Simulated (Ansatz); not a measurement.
## Σ5 (210) boundary in bcc Mo: structure and resistance

How much does the Σ5 (210) boundary in bcc Mo reflect electrons?

Calculated with Ansatz 0.2.0; Ansatz plane-wave DFT, LDA, PAW files; relaxation of a bicrystal slab with its lowest layers held; PAW set soft_1, in the first sound run; inputs show where later runs differ.

## 1. Starting point

The cell holds 27 atoms: 27 Mo. Cell: a = 7.037 Å, b = 3.147 Å, c = 30.000 Å, α = 90.0°, β = 90.0°, γ = 90.0°. It derives from Mo. built on the (2 1 0) plane; 2 overlapping atoms removed and the grains opened by 0 Å. Vacuum lies along c.

## 2. Relaxing the bicrystal

The boundary is built by mirroring the lower grain in the boundary plane and removing any atoms that overlap. A thin bicrystal slab is relaxed first, with the lowest layers held and the upper grain free to shift and open.

File input.yaml:

```yaml
crystal:
  lattice:
    - [7.0369059252, 0.0, 0.0]
    - [0.0, 3.147, 0.0]
    - [0.0, 0.0, 29.9996459975]
  atoms:
    - { symbol: Mo, position: [0.3999999999, 0.0, 0.1666686334] }
    - { symbol: Mo, position: [0.6999999999, 0.5, 0.1901252632] }
    - { symbol: Mo, position: [0.9999999999, 0.0, 0.2135818931] }
    - { symbol: Mo, position: [0.2999999999, 0.5, 0.237038523] }
    - { symbol: Mo, position: [0.6, 0.0, 0.2604951529] }
    - { symbol: Mo, position: [0.9, 0.5, 0.2839517827] }
    - { symbol: Mo, position: [0.2, 0.0, 0.3074084126] }
    - { symbol: Mo, position: [0.5, 0.5, 0.3308650425] }
    - { symbol: Mo, position: [0.8, 0.0, 0.3543216724] }
    - { symbol: Mo, position: [0.1, 0.5, 0.3777783022] }
    - { symbol: Mo, position: [0.4, 0.0, 0.4012349321] }
    - { symbol: Mo, position: [0.7, 0.5, 0.424691562] }
    - { symbol: Mo, position: [0.0, 0.0, 0.4481481919] }
    - { symbol: Mo, position: [0.4, 0.0, 0.4950614516] }
    - { symbol: Mo, position: [0.1, 0.5, 0.5185180815] }
    - { symbol: Mo, position: [0.8, 0.0, 0.5419747113] }
    - { symbol: Mo, position: [0.5, 0.5, 0.5654313412] }
    - { symbol: Mo, position: [0.2, 0.0, 0.5888879711] }
    - { symbol: Mo, position: [0.9, 0.5, 0.612344601] }
    - { symbol: Mo, position: [0.6, 0.0, 0.6358012308] }
    - { symbol: Mo, position: [0.2999999999, 0.5, 0.6592578607] }
    - { symbol: Mo, position: [0.9999999999, 0.0, 0.6827144906] }
    - { symbol: Mo, position: [0.6999999999, 0.5, 0.7061711205] }
    - { symbol: Mo, position: [0.3999999999, 0.0, 0.7296277503] }
    - { symbol: Mo, position: [0.0999999999, 0.5, 0.7530843802] }
    - { symbol: Mo, position: [0.7999999999, 0.0, 0.7765410101] }
    - { symbol: Mo, position: [0.4999999999, 0.5, 0.79999764] }
kpoints:
  mp_grid: { grid: [4, 7, 1] }
hamiltonian:
  xc: lda
  pseudopotentials: { kind: paw, azcp: { folder: soft_1 }, xc_functional: pbe }
scf:
  occupations: { method: fermi_dirac, width: 0.1 }
relax:
  f_tol: 0.03
  max_steps: 80
  constraints: [{ sites: [0, 1, 2, 3, 4] }]
```

Started as:

```sh
$ ansatz run input.yaml --threads 4 --pin off --max-ram 15360MiB --backend cpu --events-out ev --progress --plain --runs-dir out
```

Numbers of over 12 decimals in the logs are rounded to 6 here.

What it wrote:

```text
Engine: ansatz 0.2.0, aarch64-unknown-linux-gnu
Pseudopotentials: kind: paw
Pseudopotential: Mo, paw, valence charge 14, recommended cutoff 420 eV (normal), soft_1/Mo.paw.azcp
Functional definition: SPW92
  exchange = slater_x
  correlation = pw_c
Crystal: 27 atoms, lattice volume = 664.346 Å³
Basis set: ecut = 420 eV, 13009 PW (Γ)
Bands: 227, of which v1, the nominal top of the filled ones, is band 189 counted from 1 (188 counted from 0)
Symmetry: 2 space group operations
Space group: Pm (ITA 6), of the structure as read, at distance tolerance 8.7e-5 Å
k-points: 12 of 28 (time reversal used)
Non-local potential: Mo, projectors of the file, l = 0: 3, l = 1: 2, l = 2: 2, l = 3: 1
PAW form: soft (Blöchl's): semilocal exchange-correlation on the pseudo side does not see the compensation charge
PAW frozen core: Mo, regenerated for the run's functional, and the local potential with it (the file was generated under x = pbe(κ = 0.804, μ = 0.219515), c = pbe(β = 0.066725))
PAW one-centre angular grid: Mo, 590 points (default); XC on 64 Gauss nodes
Initial density: superposition of atomic densities (neutral atoms: chi_scale 0, normalization atom)
Initial wavefunctions: pseudopotential atomic-orbital guess
Functional: x = slater, c = lda
SCF iter   1: F=—  HF=-130767.256000 eV  |F-HF|=—  |Δ(HF+E_count)|=         —  Δρ=8.99e-2  dr2=2.74e2  ethr=3.10e-3  ⟨swp⟩=8.2  Hψ=12238  notcnv=0
preconditioner: auto → LDOS  [metal: Δε(μ)=0.017 eV  Ē_g=4.382 eV  σ=0.100 eV  W_gap=0.04  n_scr=176 (ndim 8)  ℏωp=18.3 eV  f_vac=0.288  D(μ)=23.77/eV (n_scr^D=186)  β→1.0]
SCF iter   2: F=—  HF=-130753.347286 eV  |F-HF|=—  |Δ(HF+E_count)|=    1.39e1  Δρ=6.53e-2  dr2=1.75e2  ethr=3.10e-3  ⟨swp⟩=4.0  Hψ=7525  notcnv=0
SCF iter   3: F=—  HF=-130743.252762 eV  |F-HF|=—  |Δ(HF+E_count)|=    1.01e1  Δρ=1.10e-2  dr2=2.47e0  ethr=3.10e-3  ⟨swp⟩=3.9  Hψ=6562  notcnv=0
SCF iter   4: F=—  HF=-130742.887128 eV  |F-HF|=—  |Δ(HF+E_count)|=   3.66e-1  Δρ=3.78e-3  dr2=1.67e-1  ethr=6.54e-4  ⟨swp⟩=3.5  Hψ=5391  notcnv=0
SCF iter   5: F=—  HF=-130742.855572 eV  |F-HF|=—  |Δ(HF+E_count)|=   3.16e-2  Δρ=1.25e-3  dr2=4.87e-2  ethr=4.43e-5  ⟨swp⟩=2.6  Hψ=4980  notcnv=0
SCF iter   6: F=—  HF=-130742.854055 eV  |F-HF|=—  |Δ(HF+E_count)|=   1.52e-3  Δρ=4.92e-4  dr2=7.08e-3  ethr=1.29e-5  ⟨swp⟩=2.1  Hψ=3502  notcnv=0
SCF iter   7: F=—  HF=-130742.855308 eV  |F-HF|=—  |Δ(HF+E_count)|=   1.25e-3  Δρ=1.31e-4  dr2=2.14e-4  ethr=1.87e-6  ⟨swp⟩=1.9  Hψ=3288  notcnv=0
SCF iter   8: F=—  HF=-130742.855296 eV  |F-HF|=—  |Δ(HF+E_count)|=   1.25e-5  Δρ=5.61e-5  dr2=4.81e-5  ethr=5.67e-8  ⟨swp⟩=3.2  Hψ=5306  notcnv=0
SCF iter   9: F=-130742.855292 eV  HF=-130742.855298 eV  |F-HF|=5.92e-6  |Δ(HF+E_count)|=   2.36e-6  Δρ=2.48e-5  dr2=8.80e-6  ethr=5.95e-9  ⟨swp⟩=4.2  Hψ=8393  notcnv=0
SCF 1 converged in 9 iterations: F = -130742.855292 eV  dr2 = 8.80e-6
  greatest PAW one-centre occupation: 0.998 electrons in one spin orbital (limit 2), on the Mo atom at site 23 (counted from 0), in its partial waves of l = 0
relax step   1: F+E_penalty+E_count = -130742.85529201 eV  Δ(F+E_penalty+E_count) = +0.000e0 eV  max|allowed force component| = 2.515e0 eV/Å  Δτ_max = 0.0000 Å  (9 SCF iters, dr2 threshold 2.25e-5 eV, accepted)
Initial density: handed on by an earlier stage of this run
Initial wavefunctions: those handed on with the density
iter 1 solved again at ethr=3.26e-4 eV; its pass at ethr=3.10e-3 eV (dr2=1.23e0 eV) is discarded
SCF iter   1: F=—  HF=-130743.589628 eV  |F-HF|=—  |Δ(HF+E_count)|=         —  Δρ=8.72e-3  dr2=1.38e0  ethr=3.26e-4  ⟨swp⟩=1.9  Hψ=8457  notcnv=0
eigensolver tolerance schedule calibrated: the retry pair's looser diagonalisation under-reported the residual by θ = 0.11 (0.11/decade); ethr = c·dr2/N_el runs at the constant in force after the calibration composes with the one it found (an armed cap, an earlier calibration), c = 7.8e-2
preconditioner: auto → LDOS  [metal: Δε(μ)=0.006 eV  Ē_g=3.834 eV  σ=0.100 eV  W_gap=0.02  n_scr=176 (ndim 8)  ℏωp=18.3 eV  f_vac=0.295  D(μ)=23.48/eV (n_scr^D=186)  β→1.0]
SCF iter   2: F=—  HF=-130743.533867 eV  |F-HF|=—  |Δ(HF+E_count)|=   5.58e-2  Δρ=4.21e-3  dr2=3.88e-1  ethr=2.85e-4  ⟨swp⟩=4.2  Hψ=4305  notcnv=0
SCF iter   3: F=—  HF=-130743.497724 eV  |F-HF|=—  |Δ(HF+E_count)|=   3.61e-2  Δρ=1.83e-3  dr2=7.25e-2  ethr=7.99e-5  ⟨swp⟩=2.8  Hψ=5368  notcnv=0
SCF iter   4: F=—  HF=-130743.489469 eV  |F-HF|=—  |Δ(HF+E_count)|=   8.26e-3  Δρ=3.25e-4  dr2=2.13e-3  ethr=1.49e-5  ⟨swp⟩=2.7  Hψ=4367  notcnv=0
SCF iter   5: F=—  HF=-130743.489313 eV  |F-HF|=—  |Δ(HF+E_count)|=   1.56e-4  Δρ=9.60e-5  dr2=2.30e-4  ethr=4.38e-7  ⟨swp⟩=2.7  Hψ=4360  notcnv=0
SCF iter   6: F=-130743.489314 eV  HF=-130743.489325 eV  |F-HF|=1.07e-5  |Δ(HF+E_count)|=   1.17e-5  Δρ=3.63e-5  dr2=1.98e-5  ethr=2.06e-8  ⟨swp⟩=3.0  Hψ=10179  notcnv=0
SCF 2 converged in 6 iterations: F = -130743.489314 eV  dr2 = 1.98e-5
relax step   2: F+E_penalty+E_count = -130743.48931410 eV  Δ(F+E_penalty+E_count) = -6.340e-1 eV  max|allowed force component| = 6.870e-1 eV/Å  Δτ_max = 0.1949 Å  (6 SCF iters, dr2 threshold 1.00e-4 eV, accepted)
SCF iter   1: F=—  HF=-130744.830924 eV  |F-HF|=—  |Δ(HF+E_count)|=         —  Δρ=2.33e-2  dr2=2.63e1  ethr=3.10e-3  ⟨swp⟩=5.7  Hψ=7255  notcnv=0
preconditioner: auto → LDOS  [metal: Δε(μ)=0.005 eV  Ē_g=3.879 eV  σ=0.100 eV  W_gap=0.01  n_scr=176 (ndim 8)  ℏωp=18.3 eV  f_vac=0.302  D(μ)=23.38/eV (n_scr^D=186)  β→1.0]
SCF iter   2: F=—  HF=-130744.170398 eV  |F-HF|=—  |Δ(HF+E_count)|=   6.61e-1  Δρ=7.12e-3  dr2=8.22e-1  ethr=3.10e-3  ⟨swp⟩=2.0  Hψ=3421  notcnv=0
SCF iter   3: F=—  HF=-130744.101240 eV  |F-HF|=—  |Δ(HF+E_count)|=   6.92e-2  Δρ=5.15e-3  dr2=4.03e-1  ethr=2.17e-4  ⟨swp⟩=3.8  Hψ=6030  notcnv=0  defer=1
SCF iter   4: F=—  HF=-130744.034972 eV  |F-HF|=—  |Δ(HF+E_count)|=   6.63e-2  Δρ=1.11e-3  dr2=1.62e-2  ethr=1.07e-4  ⟨swp⟩=2.0  Hψ=4714  notcnv=0
SCF iter   5: F=—  HF=-130744.032653 eV  |F-HF|=—  |Δ(HF+E_count)|=   2.32e-3  Δρ=2.16e-4  dr2=7.83e-4  ethr=4.29e-6  ⟨swp⟩=2.2  Hψ=4667  notcnv=0
SCF iter   6: F=—  HF=-130744.032621 eV  |F-HF|=—  |Δ(HF+E_count)|=   3.20e-5  Δρ=7.23e-5  dr2=7.72e-5  ethr=2.07e-7  ⟨swp⟩=2.2  Hψ=4108  notcnv=0
SCF iter   7: F=-130744.032606 eV  HF=-130744.032617 eV  |F-HF|=1.03e-5  |Δ(HF+E_count)|=   4.21e-6  Δρ=3.01e-5  dr2=1.46e-5  ethr=7.80e-9  ⟨swp⟩=5.0  Hψ=10052  notcnv=0
SCF 3 converged in 7 iterations: F = -130744.032606 eV  dr2 = 1.46e-5
relax step   3: F+E_penalty+E_count = -130744.03260639 eV  Δ(F+E_penalty+E_count) = -5.433e-1 eV  max|allowed force component| = 5.281e-1 eV/Å  Δτ_max = 0.2000 Å  (7 SCF iters, dr2 threshold 2.95e-5 eV, accepted)
[... from here on, the SCF cycles and remarks between the steps are left out ...]
relax step   4: F+E_penalty+E_count = -130744.35999778 eV  Δ(F+E_penalty+E_count) = -3.274e-1 eV  max|allowed force component| = 2.933e-1 eV/Å  Δτ_max = 0.1946 Å  (7 SCF iters, dr2 threshold 2.08e-5 eV, accepted)
relax step   5: F+E_penalty+E_count = -130744.63824506 eV  Δ(F+E_penalty+E_count) = -2.782e-1 eV  max|allowed force component| = 2.152e-1 eV/Å  Δτ_max = 0.2000 Å  (7 SCF iters, dr2 threshold 2.66e-5 eV, accepted)
relax step   6: F+E_penalty+E_count = -130744.76544168 eV  Δ(F+E_penalty+E_count) = -1.272e-1 eV  max|allowed force component| = 1.873e-1 eV/Å  Δτ_max = 0.1928 Å  (7 SCF iters, dr2 threshold 1.43e-5 eV, accepted)
relax step   7: F+E_penalty+E_count = -130744.76545967 eV  Δ(F+E_penalty+E_count) = -1.799e-5 eV  max|allowed force component| = 2.757e-1 eV/Å  Δτ_max = 0.1653 Å  (7 SCF iters, dr2 threshold 1.89e-5 eV, accepted)
relax step   8: F+E_penalty+E_count = -130744.78503003 eV  Δ(F+E_penalty+E_count) = -1.957e-2 eV  max|allowed force component| = 1.737e-1 eV/Å  Δτ_max = 0.1289 Å  (6 SCF iters, dr2 threshold 5.76e-5 eV, accepted)
relax step   9: F+E_penalty+E_count = -130744.79164162 eV  Δ(F+E_penalty+E_count) = -6.612e-3 eV  max|allowed force component| = 4.074e-2 eV/Å  Δτ_max = 0.0322 Å  (5 SCF iters, dr2 threshold 1.20e-5 eV, accepted)
relax step  10: F+E_penalty+E_count = -130744.79060812 eV  Δ(F+E_penalty+E_count) = +1.033e-3 eV  max|allowed force component| = 1.128e-1 eV/Å  Δτ_max = 0.0505 Å  (7 SCF iters, rejected (line search))
relax step  11: F+E_penalty+E_count = -130744.78898694 eV  Δ(F+E_penalty+E_count) = +2.655e-3 eV  max|allowed force component| = 1.872e-1 eV/Å  Δτ_max = 0.0253 Å  (7 SCF iters, rejected (line search))
SCF iter   1: F=—  HF=-130744.792539 eV  |F-HF|=—  |Δ(HF+E_count)|=         —  Δρ=1.06e-3  dr2=1.24e-2  ethr=1.81e-5  ⟨swp⟩=2.0  Hψ=4762  notcnv=0
preconditioner: auto → LDOS  [metal: Δε(μ)=0.029 eV  Ē_g=4.001 eV  σ=0.100 eV  W_gap=0.07  n_scr=176 (ndim 8)  ℏωp=18.3 eV  f_vac=0.323  D(μ)=23.12/eV (n_scr^D=176)  β→1.0]
SCF iter   2: F=—  HF=-130744.791336 eV  |F-HF|=—  |Δ(HF+E_count)|=   1.20e-3  Δρ=3.39e-4  dr2=1.12e-3  ethr=3.27e-6  ⟨swp⟩=2.0  Hψ=3985  notcnv=0
SCF iter   3: F=—  HF=-130744.791162 eV  |F-HF|=—  |Δ(HF+E_count)|=   1.74e-4  Δρ=1.47e-4  dr2=3.19e-4  ethr=2.95e-7  ⟨swp⟩=3.0  Hψ=5332  notcnv=0
SCF iter   4: F=—  HF=-130744.791093 eV  |F-HF|=—  |Δ(HF+E_count)|=   6.93e-5  Δρ=3.60e-5  dr2=1.14e-5  ethr=8.44e-8  ⟨swp⟩=3.1  Hψ=4301  notcnv=0
SCF iter   5: F=—  HF=-130744.792436 eV  |F-HF|=—  |Δ(HF+E_count)|=   1.34e-3  Δρ=8.80e-6  dr2=8.57e-7  ethr=3.01e-9  ⟨swp⟩=2.9  Hψ=5402  notcnv=0
SCF iter   6: F=-130744.792436 eV  HF=-130744.792436 eV  |F-HF|=4.81e-8  |Δ(HF+E_count)|=   4.57e-8  Δρ=2.64e-6  dr2=7.69e-8  ethr=2.65e-11  ⟨swp⟩=5.2  Hψ=10400  notcnv=0
SCF 12 converged in 6 iterations: F = -130744.792436 eV  dr2 = 7.69e-8
relax step  12: F+E_penalty+E_count = -130744.79243638 eV  Δ(F+E_penalty+E_count) = -7.948e-4 eV  max|allowed force component| = 1.307e-2 eV/Å  Δτ_max = 0.0123 Å  (6 SCF iters, accepted)
SCF converged after 6 iterations
Free energy (F): -130744.792436 eV
Harris-Foulkes:  -130744.792436 eV  (|F-HF|=4.81e-8)
Internal energy: -130744.023977 eV  (E = F + TS)
E sigma→0 (E₀):  -130744.408206 eV
Entropy (-TS):   -0.768460 eV (-28.461 meV/atom)
Fermi energy:    11.590234 eV
--- Per-component energies (eV) ---
  E_band       = -4992.668595
  E_kinetic    = 11419.866071
  E_local      = -420060.989548  (includes V_loc(G=0)·N_el)
  E_nonlocal   = 4154.682710
  E_hartree    = 204912.756250
  E_xc         = -4725.599660
  E_vxc        = -5915.843024  (∫ρ·V_xc dr)
  E_paw        = -83702.332407  (= ΣΔE_a)
  E_vpaw       = -4415.860191  (= ΣTr[D̂ρ^β])
  E_aug_tail   = 0.001192  (compensation charges beyond the density's cutoff)
  E_ewald      = 157244.825396
  E_core_change = 12.766019  (= ΣΔE_core)
  E_smearing   = -0.768460  (= −TS)
  E_closure    = 0.000000  (closes the sum)
  Σ components = -130744.792436   (vs F -130744.792436, Δ=0.00e0)
--- Forces (eV/Å), atoms counted from 1 ---
  atom   1  Mo     1.00079030     0.00000000     2.33259625
  atom   2  Mo    -1.12231877     0.00000000     0.55770910
  atom   3  Mo    -0.17228159     0.00000000    -0.30109263
  atom   4  Mo     0.14686964     0.00000000    -1.48645548
  atom   5  Mo     0.15604107     0.00000000    -1.10409585
  atom   6  Mo    -0.00086125     0.00000000    -0.00166697
  atom   7  Mo    -0.00284598     0.00000000     0.00151751
  atom   8  Mo     0.00110195     0.00000000    -0.00026576
  atom   9  Mo     0.00084250     0.00000000    -0.00279050
  atom  10  Mo    -0.00427395     0.00000000     0.01306558
  atom  11  Mo    -0.00145536     0.00000000    -0.00396275
  atom  12  Mo     0.00237836     0.00000000    -0.00488056
  atom  13  Mo     0.01261757     0.00000000    -0.00134756
  atom  14  Mo    -0.00980935     0.00000000     0.00991034
  atom  15  Mo    -0.00617572     0.00000000    -0.00534477
  atom  16  Mo     0.00355894     0.00000000    -0.00297269
  atom  17  Mo    -0.00240296     0.00000000     0.00002379
  atom  18  Mo     0.00082745     0.00000000    -0.00264332
  atom  19  Mo    -0.00005350     0.00000000    -0.00143896
  atom  20  Mo     0.00086919     0.00000000    -0.00456299
  atom  21  Mo    -0.00077114     0.00000000     0.00341026
  atom  22  Mo    -0.00223840     0.00000000    -0.00022696
  atom  23  Mo     0.00133583     0.00000000     0.00083809
  atom  24  Mo    -0.00049075     0.00000000     0.00131781
  atom  25  Mo     0.00047353     0.00000000     0.00220559
  atom  26  Mo     0.00048598     0.00000000     0.00192911
  atom  27  Mo    -0.00222783     0.00000000    -0.00070840
  max |Σ_I F_I| component: 6.73e-5 eV/Å
--- Relaxed structure (12 steps of the walk, 10 accepted, 0 SCFs on fresh bases) ---
  F+E_penalty+E_count = -130744.79243638 eV   max|allowed force component| = 1.307e-2 eV/Å
  atoms:
    - { symbol: Mo, position: [0.3999999999, 0.0, 0.166669] }
    - { symbol: Mo, position: [0.700000, 0.500000, 0.190125] }
    - { symbol: Mo, position: [1.000000, 0.0, 0.213582] }
    - { symbol: Mo, position: [0.300000, 0.500000, 0.237039] }
    - { symbol: Mo, position: [0.6, 0.0, 0.260495] }
    - { symbol: Mo, position: [0.899504, 0.500000, 0.280871] }
    - { symbol: Mo, position: [0.200234, 0.0, 0.304499] }
    - { symbol: Mo, position: [0.505284, 0.500000, 0.329460] }
    - { symbol: Mo, position: [0.795175, 0.0, 0.352590] }
    - { symbol: Mo, position: [0.100197, 0.500000, 0.369880] }
    - { symbol: Mo, position: [0.408617, 0.0, 0.396037] }
    - { symbol: Mo, position: [0.713224, 0.500000, 0.430724] }
    - { symbol: Mo, position: [0.032022, 0.0, 0.435331] }
    - { symbol: Mo, position: [0.404678, 0.0, 0.476768] }
    - { symbol: Mo, position: [0.093112, 0.500000, 0.500257] }
    - { symbol: Mo, position: [0.788346, 0.0, 0.517579] }
    - { symbol: Mo, position: [0.498630, 0.500000, 0.541705] }
    - { symbol: Mo, position: [0.189504, 0.0, 0.567050] }
    - { symbol: Mo, position: [0.891870, 0.500000, 0.588345] }
    - { symbol: Mo, position: [0.592615, 0.0, 0.610904] }
    - { symbol: Mo, position: [0.295502, 0.500000, 0.634275] }
    - { symbol: Mo, position: [0.992710, 0.0, 0.658304] }
    - { symbol: Mo, position: [0.693468, 0.500000, 0.679043] }
    - { symbol: Mo, position: [0.388278, 0.0, 0.704642] }
    - { symbol: Mo, position: [0.079974, 0.500000, 0.725107] }
    - { symbol: Mo, position: [0.782961, 0.0, 0.747426] }
    - { symbol: Mo, position: [0.507183, 0.500000, 0.764888] }
```

It took 14 min on 4 threads of Arm Neoverse V1, shared host; peak memory 3.3 GiB.

Step by step:

```csv
step,energy less that of the first step (eV),largest force component (eV/Å)
1,0.0000,2.5151
2,-0.6340,0.6870
3,-1.1773,0.5281
4,-1.5047,0.2933
5,-1.7830,0.2152
6,-1.9102,0.1873
7,-1.9102,0.2757
8,-1.9297,0.1737
9,-1.9364,0.0407
10,-1.9353,0.1128
11,-1.9337,0.1872
12,-1.9371,0.0131
```

Relaxation steps 10, 11 were tried and not accepted.

The run keeps the 2 symmetry operations that it works with, so distortions that break them were not tested.

The atoms that moved most (Å):

```csv
atom,dx,dy,dz,length
Mo27,0.051,0.000,-1.053,1.054
Mo26,-0.120,0.000,-0.873,0.882
Mo25,-0.141,0.000,-0.839,0.851
Mo23,-0.046,0.000,-0.814,0.815
Mo24,-0.082,0.000,-0.750,0.754
Mo21,-0.032,0.000,-0.749,0.750
Mo20,-0.052,0.000,-0.747,0.749
Mo16,-0.082,0.000,-0.732,0.736
```

This step gave:

```
free energy             : -130744.7924 eV
energy at zero smearing : -130744.4082 eV
Fermi energy            : 11.59 eV
```

The largest force component on a free atom ends at 0.013 eV/Å, under the tolerance of 0.03, after 12 steps.

[end of part 1 of 3]

[Logs are printed without paths, hosts, clocks, repeated set-up lines and the standing remarks that a program may print on its own settings, such as how far it seeks lower states.]

[Hosts, paths, dates, database ids (printed as entryN), source tags and the programs' standing remarks are cut or masked in the printed files.]
